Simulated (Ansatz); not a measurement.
**Y (model cell, started as body-centred cubic): following an unstable mode**

Aim: this structure of Y (model cell, started as body-centred cubic) is to be tested for unstable modes, and one is followed downhill.

Program: Ansatz 0.2.0. Level of theory: DFT PBEsol, scalar-relativistic, plane waves, PAW; PAW set soft_1. Results are calculated unless marked as measured.

This is not the structure that Y takes at ambient pressure and room temperature (hexagonal, No. 194); it is a model or a phase of other conditions.

### 1. The structure

The structure is cubic, space group Im-3m (No. 229). Conventional cell: a = 3.973 Å, b = 3.973 Å, c = 3.973 Å, α = 90.00°, β = 90.00°, γ = 90.00°. Nearest to Y lie 8 Y at 3.44 Å.

As a file:

```cif
data_structure
_symmetry_space_group_name_H-M 'P 1'
_symmetry_Int_Tables_number 1
_cell_length_a 3.4405
_cell_length_b 3.4405
_cell_length_c 3.4405
_cell_angle_alpha 109.471
_cell_angle_beta 109.471
_cell_angle_gamma 109.471
_cell_volume 31.35
loop_
_atom_site_label
_atom_site_type_symbol
_atom_site_fract_x
_atom_site_fract_y
_atom_site_fract_z
_atom_site_occupancy
Y1 Y 0.00000 0.00000 0.00000 1
```

### 2. Phonons on a q mesh

The cell comes from relaxations at this level that are not shown. Stability and thermal properties need the whole zone. Linear response on a 4×4×4 q mesh gives force constants as far as a supercell of that size would.

The input, input.yaml:

```yaml
crystal:
  lattice:
    - [-1.9863909042, 1.9863909042, 1.9863909042]
    - [1.9863909042, -1.9863909042, 1.9863909042]
    - [1.9863909042, 1.9863909042, -1.9863909042]
  atoms:
    - { symbol: "Y", position: [0.0, 0.0, 0.0] }
kpoints:
  mp_grid: { grid: [16, 16, 16] }
hamiltonian:
  xc: pbesol
  pseudopotentials: { kind: paw, azcp: { folder: soft_1 }, xc_functional: pbe }
scf:
  occupations: { method: methfessel_paxton, width: 0.2 }
output:
  eigenvalues: true
phonons:
  method: dfpt
  qmesh: [4, 4, 4]
  temperatures: { t_max: 1000, t_step: 50 }
  qpath:
    path:
      - [[0.0, 0.0, 0.0], [0.5, -0.5, 0.5], [0.0, 0.0, 0.5], [0.0, 0.0, 0.0], [0.25, 0.25, 0.25], [0.5, -0.5, 0.5]]
      - [[0.25, 0.25, 0.25], [0.0, 0.0, 0.5]]
    npoints: 10
```

Launch:

```bash
ansatz run input.yaml --threads 8 --pin off --max-ram 16384MiB --backend cpu --events-out ev --progress --plain --runs-dir out
```

Numbers of over 12 decimals in the logs are rounded to 6 here.

What it wrote:

```text
Engine: ansatz 0.2.0, aarch64-unknown-linux-gnu
Pseudopotentials: kind: paw
Pseudopotential: Y, paw, valence charge 11, recommended cutoff 420 eV (normal), soft_1/Y.paw.azcp
Functional definition: PBEsol
  exchange = pbesol_x
  correlation = pbesol_c
Crystal: 1 atoms, lattice volume = 31.351 Å³
Basis set: ecut = 420 eV, 627 PW (Γ), exchange–correlation on 48×48×48 points (8 copies of the dense FFT grid, shifted against one another)
Bands: 10, of which v1, the nominal top of the filled ones, is band 6 counted from 1 (5 counted from 0)
Symmetry: 48 space group operations
k-points: 145 of 4096
Non-local potential: Y, projectors of the file, l = 0: 3, l = 1: 2, l = 2: 2, l = 3: 1
PAW form: soft (Blöchl's): semilocal exchange-correlation on the pseudo side does not see the compensation charge
PAW frozen core: Y, regenerated for the run's functional, and the local potential with it (the file was generated under x = pbe(κ = 0.804, μ = 0.219515), c = pbe(β = 0.066725))
PAW one-centre angular grid: Y, 590 points (default); XC on 64 Gauss nodes
Initial density: superposition of atomic densities (chi_scale 0.1, normalization cell)
Initial wavefunctions: pseudopotential atomic-orbital guess
Functional: x = pbesol(κ = 0.804, μ = 0.123457), c = pbesol(β = 0.046)
SCF iter   1: F=—  HF=-3795.002062 eV  |F-HF|=—  |Δ(HF+E_count)|=         —  Δρ=1.53e-2  dr2=1.12e-1  ethr=3.10e-3  ⟨swp⟩=4.9  Hψ=8131  notcnv=0
preconditioner: auto → Kerker (q_TF=auto, 2.291 Å⁻¹)  [metal: Δε(μ)=0.023 eV  Ē_g=4.591 eV  σ=0.200 eV  W_gap=0.10  n_scr=12 (ndim 8)  ℏωp=11.5 eV  f_vac=0.000  D(μ)=2.54/eV (n_scr^D=18)]
SCF iter   2: F=—  HF=-3794.979228 eV  |F-HF|=—  |Δ(HF+E_count)|=   2.28e-2  S|Δr|=    0.00e0  Δρ=9.67e-3  dr2=4.51e-2  ethr=1.02e-3  ⟨swp⟩=1.0  Hψ=2610  notcnv=0
SCF iter   3: F=—  HF=-3794.964891 eV  |F-HF|=—  |Δ(HF+E_count)|=   1.43e-2  S|Δr|=    0.00e0  Δρ=1.35e-3  dr2=4.98e-4  ethr=4.10e-4  ⟨swp⟩=2.6  Hψ=2220  notcnv=0
SCF iter   4: F=—  HF=-3794.964881 eV  |F-HF|=—  |Δ(HF+E_count)|=   1.02e-5  S|Δr|=    0.00e0  Δρ=1.87e-4  dr2=7.47e-6  ethr=4.52e-6  ⟨swp⟩=1.5  Hψ=1611  notcnv=0
SCF iter   5: F=—  HF=-3794.964882 eV  |F-HF|=—  |Δ(HF+E_count)|=   8.27e-7  S|Δr|=    0.00e0  Δρ=3.89e-5  dr2=1.97e-7  ethr=6.79e-8  ⟨swp⟩=2.4  Hψ=2274  notcnv=0
SCF iter   6: F=—  HF=-3794.964882 eV  |F-HF|=—  |Δ(HF+E_count)|=   2.95e-7  S|Δr|=    0.00e0  Δρ=4.09e-6  dr2=2.85e-9  ethr=1.79e-9  ⟨swp⟩=1.9  Hψ=2132  notcnv=0
SCF iter   7: F=—  HF=-3794.964882 eV  |F-HF|=—  |Δ(HF+E_count)|=   1.63e-9  S|Δr|=    0.00e0  Δρ=7.95e-7  dr2=1.23e-10  ethr=2.59e-11  ⟨swp⟩=2.0  Hψ=2151  notcnv=0
SCF iter   8: F=-3794.964882 eV  HF=-3794.964882 eV  |F-HF|=4.55e-13  |Δ(HF+E_count)|=  5.59e-11  S|Δr|=    0.00e0  Δρ=7.87e-8  dr2=1.03e-12  ethr=1.00e-12  ⟨swp⟩=5.6  Hψ=5651  notcnv=0
the search or the solves at the SCF's close seem to have found levels that the self-consistency loop had missed (the run counts 2). By its estimate they hold under 1e-12 electrons; where the run keeps them, the occupations were computed again with them
SCF 1 converged in 8 iterations: F = -3794.964882 eV  dr2 = 1.03e-12
  greatest PAW one-centre occupation: 0.993 electrons in one spin orbital (limit 2), on the Y atom at site 0 (counted from 0), in its partial waves of l = 0
NSCF: frozen V_eff on 145 k-points
NSCF: frozen V_eff on 349 k-points
DFPT response loops at q = (0, 0, 0) (fractional): preconditioner auto → Kerker (q_TF=auto, 2.291 Å⁻¹) (partly filled bands, converged f_vac=0.000); β = 1.00, the filter's whole step (`scf.mixing.beta` (0.50) is not read by the response loops under this deck's `scf.mixing.preconditioner`; to damp them name `kerker` or `kerker_dos`, under which they read `scf.mixing.beta`, and type it under 1.00, their step now; both keys bind the ground state too); Broyden in place of MSR1
NSCF: frozen V_eff on 4352 k-points
DFPT response loops at q = (0, 0, 0.25) (fractional): mixed as the last ones told, above
NSCF: frozen V_eff on 2196 k-points
DFPT response loops at q = (0, 0, -0.5) (fractional): mixed as the last ones told, above
NSCF: frozen V_eff on 8192 k-points
DFPT response loops at q = (0, 0.25, 0.25) (fractional): mixed as the last ones told, above
NSCF: frozen V_eff on 1178 k-points
DFPT response loops at q = (0.25, 0.25, 0.25) (fractional): mixed as the last ones told, above
NSCF: frozen V_eff on 2320 k-points
DFPT response loops at q = (0.25, 0.25, -0.25) (fractional): mixed as the last ones told, above
NSCF: frozen V_eff on 4352 k-points
DFPT response loops at q = (0.25, -0.5, -0.5) (fractional): mixed as the last ones told, above
NSCF: frozen V_eff on 698 k-points
DFPT response loops at q = (-0.5, -0.5, -0.5) (fractional): mixed as the last ones told, above
SCF converged after 8 iterations
Stability not checked: this state was not tested for a lower state beside it, because cold or Methfessel-Paxton smearing, or corrected tetrahedra, fill the levels in a way that the test cannot read (fill_not_monotonic; see scf.lower_state_search)
Free energy (F): -3794.964882 eV
Harris-Foulkes:  -3794.964882 eV  (|F-HF|=4.55e-13)
Internal energy: -3794.962609 eV  (E = F + TS)
E sigma→0 (E₀):  -3794.964314 eV
Entropy (-TS):   -0.002273 eV (-2.273 meV/atom)
Fermi energy:    9.936092 eV
--- Per-component energies (eV) ---
  E_band       = -115.454682
  E_kinetic    = 315.811215
  E_local      = -585.705563  (includes V_loc(G=0)·N_el)
  E_nonlocal   = 28.620918
  E_hartree    = 184.933296
  E_xc         = -176.883000
  E_vxc        = -204.446742  (∫ρ·V_xc dr)
  E_paw        = -2763.852467  (= ΣΔE_a)
  E_vpaw       = -39.601123  (= ΣTr[D̂ρ^β])
  E_aug_tail   = 0.000023  (compensation charges beyond the density's cutoff)
  E_ewald      = -798.035804
  E_core_change = 0.148773  (= ΣΔE_core)
  E_smearing   = -0.002273  (= −TS)
  E_closure    = -0.000000  (closes the sum)
  Σ components = -3794.964882   (vs F -3794.964882, Δ=0.00e0)
--- Band table (eV; the first three rows and the last of 145) ---
  k-point 0: bands = ["-32.6858", "-12.3756", "-12.3756", "-12.3756", "5.0705", "11.6257", "11.6257", "11.6257", "13.6723", "13.6723"]
  k-point 1: bands = ["-32.6826", "-12.4019", "-12.3836", "-12.3757", "5.1776", "11.5450", "11.5908", "11.7302", "13.5424", "13.6690"]
  k-point 2: bands = ["-32.6736", "-12.4761", "-12.4066", "-12.3761", "5.4881", "11.3291", "11.4439", "12.0402", "13.3084", "13.6694"]
  k-point 144: bands = ["-32.5413", "-12.8245", "-12.8245", "-12.8245", "8.3557", "8.3557", "15.4884", "15.4884", "15.4884", "15.6395"]
--- Phonons (Γ-DFPT): 1 representative perturbation + reference (Σ response iterations 3) ---
  ASR residual: 6.544e-7 → 0.000e0 eV/Å²; symmetrization residual: 1.895e-13 eV/Å²
  ASR residual per site (eV/Å²): 6.54e-7
  Γ frequencies (cm⁻¹): 0.00 0.00 0.00
--- Phonons (arbitrary-q DFPT): 8 irreducible q on the 4×4×4 mesh ---
  q = [0.0000, 0.0000, 0.0000] (star 1, of the zone-centre solve; hermiticity 8.51e-8, symmetrization 2.90e-7): 0.00 0.00 0.00
  q = [0.0000, 0.0000, 0.2500] (star 12, 2 solved perturbations in 3336 linear systems a pass and spin channel, the states on 2176 of 4096 k-point pairs; hermiticity 1.63e-13, symmetrization 7.71e-13): -51.05 57.16 89.44
  q = [0.0000, 0.0000, -0.5000] (star 6, 2 solved perturbations in 1719 linear systems a pass and spin channel, the states on 1098 of 4096 k-point pairs; hermiticity 2.20e-8, symmetrization 1.13e-8): -73.11 81.34 123.98
  q = [0.0000, 0.2500, 0.2500] (star 24, 2 solved perturbations in 6272 linear systems a pass and spin channel, the states on 4096 of 4096 k-point pairs; hermiticity 5.43e-6, symmetrization 1.28e-13): -64.68 88.75 122.36
  q = [0.2500, 0.2500, 0.2500] (star 2, 1 solved perturbation on 589 of 4096 k-point pairs; hermiticity 7.38e-14, symmetrization 3.46e-13): 95.42 95.42 95.42
  q = [0.2500, 0.2500, -0.2500] (star 6, 2 solved perturbations in 1808 linear systems a pass and spin channel, the states on 1160 of 4096 k-point pairs; hermiticity 2.81e-13, symmetrization 4.47e-13): 48.81 75.77 75.77
  q = [0.2500, -0.5000, -0.5000] (star 12, 2 solved perturbations in 3336 linear systems a pass and spin channel, the states on 2176 of 4096 k-point pairs; hermiticity 1.63e-8, symmetrization 7.21e-9): 61.79 105.89 136.58
  q = [-0.5000, -0.5000, -0.5000] (star 1, 1 solved perturbation on 349 of 4096 k-point pairs; hermiticity 9.96e-9, symmetrization 4.98e-9): 139.42 139.42 139.42
  sum rule: each row above includes the acoustic sum rule's correction from the zone centre's row sums; it moved no ω² by more than (0.04 cm⁻¹)²
  mesh force constants: q→R imaginary residual 0.00e0; ASR residual 6.544e-7 → 0.000e0 eV/Å²; symmetrization residual 1.332e-15 eV/Å²
  interpolated dispersion: 62 rows × 3 modes
  density of states and harmonic sums: on the 24×24×24 q-mesh, interpolated from the force constants of a 4×4×4 supercell (no non-analytic term)
  largest difference from the sums on the solved wave vectors: F 8.68e-3 eV, S 1.58e-5 and C_V 7.08e-6 eV/K
  zero-point energy: 0.013018 eV/cell   skipped modes (ω ≤ 0): 303, of them read as no rigid motion or as one in doubt: 300 (7.852e-1 modes/cell left out, lowest -73.11 cm⁻¹)   left out of the sums: 2.62e-1 of the cell's modes: C_V's classical limit lies that fraction below 3 k_B per atom; for a crystal, a wire or a layer, F and S can be off by more, and a phonons.interpolated_qmesh denser along its periods is the remedy for the sampling
```

It took 61 s on 8 threads of Arm Neoverse V1, shared host; peak memory 2.7 GiB.

Reading the cycles: dr2 is the Hartree energy of the density residual (eV), the measure of convergence; HF is the Harris–Foulkes estimate of the energy, which meets the free energy F at convergence.

This step gave:

```yaml
volume_per_atom: 31.35 Å³
gap_on_the_k_mesh: 0 eV
sum_rule_residual_before_enforcement: 6.54e-7 eV/Å²
lowest_frequency_on_the_path: -73.11 cm⁻¹
highest_frequency_on_the_path_or_at_a_solved_wavevector: 140.2 cm⁻¹
lowest_mode_on_the_q_mesh_acoustic_modes_at_gamma_apart: -73.11 cm⁻¹
```

Frequencies (cm⁻¹) solved at each irreducible wavevector; negative means imaginary. Frequencies by wavevector, by row:

```
q in reciprocal lattice units  star  mode 1  mode 2  mode 3
                        0 0 0     1       0       0       0
                     0 0 0.25    12     -51    57.2    89.4
                     0 0 -0.5     6   -73.1    81.3     124
                  0 0.25 0.25    24   -64.7    88.8   122.4
               0.25 0.25 0.25     2    95.4    95.4    95.4
              0.25 0.25 -0.25     6    48.8    75.8    75.8
               0.25 -0.5 -0.5    12    61.8   105.9   136.6
               -0.5 -0.5 -0.5     1   139.4   139.4   139.4
```

Interpolated from a 4×4×4 q mesh. Phonon branches along the path, in cm⁻¹:

```
    point  branch 1  branch 2  branch 3
        Γ         0         0         0
  halfway        49        76        76
        H       139       139       139
  halfway        62       106       137
        N       -73        81       124
  halfway       -51        57        89
        Γ         0         0         0
  halfway       -16       -16       114
        P        95        95        95
  halfway       -46       124       124
        H       139       139       139
jump to P        95        95        95
  halfway       -50        95       121
        N       -73        81       124
```

The phonon branches as a text plot (rows in cm⁻¹):

```
    136 |          ********                            ****
    127 |         *   **   ***              ***      **        **
    118 |               *     **           *   *   **   *   ***
    109 |        *     * *      *                **        *
    100 |                 *               *                 **
     91 |       *       *        *              *      *   *  *
     82 |       *          ****          *     *           *   **
     74 |     **               ** *
     65 |    *           *                    *  *
     56 |                        * *    *
     47 |   * **                  *          *        *
     38 |  *                       **                       *
     29 |  ***                      *  *
     20 | *                          *      *
     11 |                 *          *            *
      2 |*                            ***
     -6 |                            *   *
    -15 |                           *     **
    -24 |                                                    *
    -33 |                          *
    -42 |                         *                  *
    -51 |                        *
    -60 |                                          **         *
    -69 |                  ******                              **
         Γ           H       N        Γ         P        H|P    N
```

Symmetry leaves 8 wavevectors to solve. The lowest mode among them, the acoustic zeros apart, lies at q = (0, 0, -0.5) and is imaginary, 73.1i cm⁻¹, so the energy falls along it.

### 3. The mode frozen in, largest atomic shift 0 Å

The mode followed lies at q = (0, 0.25, 0.25) with frequency 64.7i cm⁻¹, one of the unstable modes though not the softest. At small amplitude the distorted cell has space group no. 11 by a symmetry search on the positions. The undistorted cell that holds it gives the zero of energy on the same k mesh.

System of this step: Y (model cell, started as body-centred cubic). Symmetry: Im-3m, No. 229, cubic system. The conventional cell has a = 3.973 Å, b = 3.973 Å, c = 3.973 Å, α = 90.00°, β = 90.00°, γ = 90.00°. Nearest to Y lie 8 Y at 3.44 Å.

input.yaml, the sections that differ from step 2:

```yaml
crystal:
  lattice:
    - [-1.9863909042, 1.9863909042, 1.9863909042]
    - [0.0, -3.9727818084, 3.9727818084]
    - [5.9591727126, 1.9863909042, 1.9863909042]
  atoms:
    - { symbol: "Y", position: [0.0, 0.0, 0.0] }
    - { symbol: "Y", position: [0.75, 0.5, 0.25] }
    - { symbol: "Y", position: [0.5, 0.0, 0.5] }
    - { symbol: "Y", position: [0.25, 0.5, 0.75] }
kpoints:
  mp_grid: { grid: [12, 8, 8] }
output:
  forces: true
  stress: true
  eigenvalues: true
# hamiltonian, scf: as in step 2
# phonons: removed
```

What it wrote:

```text
[...]
Crystal: 4 atoms, lattice volume = 125.405 Å³
Basis set: ecut = 420 eV, 2459 PW (Γ), exchange–correlation on 48×80×90 points (8 copies of the dense FFT grid, shifted against one another)
Bands: 27, of which v1, the nominal top of the filled ones, is band 22 counted from 1 (21 counted from 0)
Symmetry: 16 space group operations
[...]
k-points: 250 of 768
[...]
k-point 0: bands = [... 18 lower, 8.4819, 8.4819, 9.7757, 9.7757, 10.0565, 10.2953, 10.2953, 10.8253, ... 6 higher]
  k-point 1: bands = [... 18 lower, 7.9721, 8.8960, 9.7032, 9.9480, 10.0597, 10.1637, 10.3907, 10.7463, ... 6 higher]
  k-point 2: bands = [... 18 lower, 8.1684, 9.1994, 9.7302, 9.9419, 10.0529, 10.2114, 10.5189, 10.5442, ... 6 higher]
  k-point 249: bands = [... 18 lower, 8.8033, 8.8033, 9.3345, 9.3345, 10.0561, 10.0561, 10.8254, 10.8254, ... 6 higher]
[key lines of the parts left out:]
SCF converged after 6 iterations
Free energy (F): -15179.859064 eV
Fermi energy:    9.937721 eV
P = ⅓ Tr σ = -0.0015 GPa (-0.015 kbar)
```

Wall time 7.4 s (8 threads); peak memory 1 GiB.

This step gave:

| Item | Value |
| --- | --- |
| pressure | -0.001495 GPa |
| energy from the undistorted cell | 0 meV/atom |

The run ends at a pressure of 0.00 GPa.

### 4. The mode frozen in, largest atomic shift 0.22 Å

The atoms are moved along the unstable eigenvector, the largest shift by 0.22 Å, with the cell fixed.

input.yaml, the sections that differ from step 3:

```yaml
crystal:
  lattice:
    - [-1.9863909042, 1.9863909042, 1.9863909042]
    - [0.0, -3.9727818084, 3.9727818084]
    - [5.9591727126, 1.9863909042, 1.9863909042]
  atoms:
    - { symbol: "Y", position: [-0.0588551801, 0.0, 0.0087577873] }
    - { symbol: "Y", position: [0.8088551801, 0.5, 0.2412422127] }
    - { symbol: "Y", position: [0.5588551801, 0.0, 0.4912422127] }
    - { symbol: "Y", position: [0.1911448199, 0.5, 0.7587577873] }
# kpoints, hamiltonian, scf, output: as in step 3
```

What it wrote:

```text
[...]
Crystal: 4 atoms, lattice volume = 125.405 Å³
Basis set: ecut = 420 eV, 2459 PW (Γ), exchange–correlation on 48×80×90 points (8 copies of the dense FFT grid, shifted against one another)
Bands: 27, of which v1, the nominal top of the filled ones, is band 22 counted from 1 (21 counted from 0)
Symmetry: 4 space group operations
[...]
k-points: 250 of 768
[...]
k-point 0: bands = [... 18 lower, 8.4885, 8.5103, 9.7665, 9.7694, 10.1503, 10.1863, 10.4259, 10.8368, ... 1 higher]
  k-point 1: bands = [... 18 lower, 7.9976, 8.8877, 9.7007, 9.9349, 10.0594, 10.2788, 10.3941, 10.7585, ... 1 higher]
  k-point 2: bands = [... 18 lower, 8.1915, 9.1104, 9.7313, 9.9491, 10.1838, 10.1945, 10.5060, 10.5587, ... 1 higher]
  k-point 249: bands = [... 18 lower, 8.8722, 8.8722, 9.2741, 9.2741, 10.1299, 10.1299, 10.6475, 10.6475, ... 1 higher]
[key lines of the parts left out:]
SCF converged after 7 iterations
Free energy (F): -15179.916459 eV
Fermi energy:    9.867010 eV
P = ⅓ Tr σ = -0.1705 GPa (-1.705 kbar)
```

The job ended after 6.2 s (8 threads; peak memory 0.9 GiB).

This step gave:

```yaml
pressure: -0.1705 GPa
energy_from_the_undistorted_cell: -14.29 meV/atom
```

The energy, extrapolated to zero smearing, is -14.29 meV/atom against the undistorted cell.

The run ends at a pressure of -0.17 GPa, with forces up to 0.32 eV/Å.

### 5. Energy along the mode, all amplitudes (two of the runs are shown above)

An imaginary frequency means negative curvature, so the energy should fall and then rise again as anharmonic terms take over.

This step gave:

* depth at the lowest point sampled: 14.29 meV/atom
* largest atomic shift at that point: 0.22 Å

The energy from the parent by largest atomic shift:

```
largest atomic shift (Å)  energy from the parent (meV/atom)
                   0.000                                  0
                   0.040                              -1.13
                   0.080                              -4.06
                   0.140                              -9.59
                   0.220                              -14.3
                   0.320                              -8.82
                   0.450                               27.4
```

Displacement at unit largest shift by atom:

```
atom   x (Å)   y (Å)   z (Å)   size
  Y1   0.769  -0.452  -0.452  1.000
  Y2  -0.769   0.452   0.452  1.000
  Y3  -0.769   0.452   0.452  1.000
  Y4   0.769  -0.452  -0.452  1.000
```

The lowest of the steps tried is at 0.22 Å, 14.3 meV/atom below the parent; the bottom of the well need not coincide with a step.

[end of part 1 of 2]

[Logs are printed without paths, hosts, clocks, repeated set-up lines and the standing remarks that a program may print on its own settings, such as how far it seeks lower states.]

[Hosts, paths, dates, database ids (printed as entryN), source tags and the programs' standing remarks are cut or masked in the printed files.]
